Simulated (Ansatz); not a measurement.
Rows from a G0W0 calculation on CdTe (F-43m) (Ansatz 0.2.0; G0W0 on PBE (exact-exchange fraction 0.05), plane waves, PAW; PAW set soft_1; 6×6×6 mesh, 283 empty bands, screening to 150 eV, PAW set soft_1 files), in eV. Spin-orbit coupling is left out.

```
row  k  band   start       Σx  Σc at the solution      Vxc
  A  Γ    v1   7.304  -17.724               1.181  -16.005
  B  Γ    c2  12.217   -6.643              -4.031  -10.692
  C  Γ    c1   8.349   -9.523              -3.609  -13.133
```

Question: Give the quasiparticle energies and the shift of each level.

The quasiparticle equation reads E = start + Σx + Σc(E) − Vxc.

```csv
row,E (eV),shift (eV)
A,6.766,−0.538
B,12.235,+0.017
C,8.351,+0.002
```

Limits: not at the basis limit; no spin-orbit coupling.

[Paths, hosts, dates, memory and timing lines, banners, echoed tables and standing remarks are left out of the program output.]

[Logs are printed without paths, hosts, clocks, repeated set-up lines and the standing remarks that a program may print on its own settings, such as how far it seeks lower states.]

[Runs of the session that timed out or met a known fault of the program may be left out.]

[Cells called generated may have been cut or substituted from an entry of the Crystallography Open Database or the Materials Project.]

[Hosts, paths, dates, database ids (printed as entryN), source tags and the programs' standing remarks are cut or masked in the printed files.]
